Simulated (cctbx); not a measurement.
# What is wrong with this refinement?

Cell a = 3.8620 Å, b = 3.8620 Å, c = 7.9480 Å, α = 90.00°, β = 90.00°, γ = 90.00°; space group P4/mmm (no. 123).

The data are simulated with cctbx, not measured: Ga Kα, λ = 1.3414 Å, to d = 0.8 Å, 80 % of the full sphere, strongest reflection 5000 counts, noise from counting, a 3 % proportional error and a noise floor of 8 counts (s.d.); no absorption.

An isotropic refinement with weights 1/σ² prints:

```text
Rint 0.036, 101 unique reflections to 0.80 A
cycle     R1     wR2    GooF  max shift (A)
   1  0.0605  0.1185   4.933   0.37888
   2  0.0133  0.0229   0.954   0.00002
final R1 0.0133 wR2 0.0229 GooF 0.953  parameters 6  data/parameter 16.8
atom        x        y        z      Ueq    occ   su(xyz)  su(Uiso or U11)
Au1    0.00000  0.00000  0.00000   0.0149  1.000  0.00000  0.0002
Au2    0.50000  0.50000  0.67144   0.0146  1.000  0.00006  0.0002
Sr1    0.00000  0.00000  0.50000   0.0198  1.000  0.00000  0.0004
B1     0.50000  0.00000  0.82603   0.0357  1.000  0.00200  0.0028
difference map: max 1.04 min -1.84 rms 0.30
Q1    0.2659  0.2659  0.5000    4    1.07  1.45 A from Sr1
Q2    0.0000  0.5000  0.0705    4    1.03  0.82 A from B1
Q3    0.0000  0.5000  0.2032    4    0.81  0.23 A from B1
Q4    0.2429  0.5000  0.1507    8    0.81  0.96 A from B1
Q5    0.2463  0.2463  0.3641    8    0.79  1.41 A from Au2
Q6    0.0000  0.2172  0.1670    8    0.77  1.09 A from B1
```

Q: Accept it or mend it, and why?

It can stand. The set-up had a fault (start far from the minimum), but the refinement still reached the right minimum: R1 = 0.0133, wR2 = 0.0229, GooF = 0.95 against R1 = 0.0133, wR2 = 0.0229, GooF = 0.95 for the right model.

The compound is SrB4Au3. The right model at the same level gives:

```text
Rint 0.036, 101 unique reflections to 0.80 A
cycle     R1     wR2    GooF  max shift (A)
   1  0.0622  0.1364   5.678   0.03120
   2  0.0133  0.0229   0.953   0.00001
final R1 0.0133 wR2 0.0229 GooF 0.953  parameters 6  data/parameter 16.8
atom        x        y        z      Ueq    occ   su(xyz)  su(Uiso or U11)
Au1    0.00000  0.00000  0.00000   0.0149  1.000  0.00000  0.0002
Au2    0.50000  0.50000  0.67144   0.0146  1.000  0.00006  0.0002
Sr1    0.00000  0.00000  0.50000   0.0198  1.000  0.00000  0.0004
B1     0.50000  0.00000  0.82603   0.0357  1.000  0.00200  0.0028
difference map: max 1.04 min -1.84 rms 0.30
Q1    0.2659  0.2659  0.5000    4    1.07  1.45 A from Sr1
Q2    0.0000  0.5000  0.0705    4    1.03  0.82 A from B1
Q3    0.0000  0.5000  0.2032    4    0.81  0.23 A from B1
Q4    0.2429  0.5000  0.1507    8    0.81  0.96 A from B1
Q5    0.2463  0.2463  0.3641    8    0.79  1.41 A from Au2
Q6    0.0000  0.2172  0.1670    8    0.77  1.09 A from B1
```

This is a model crystal, built by substitution and not relaxed, with assumed displacement parameters.

[Middle refinement cycles are left out of these outputs.]

[Logs are printed without paths, hosts, clocks, repeated set-up lines and the standing remarks that a program may print on its own settings, such as how far it seeks lower states.]
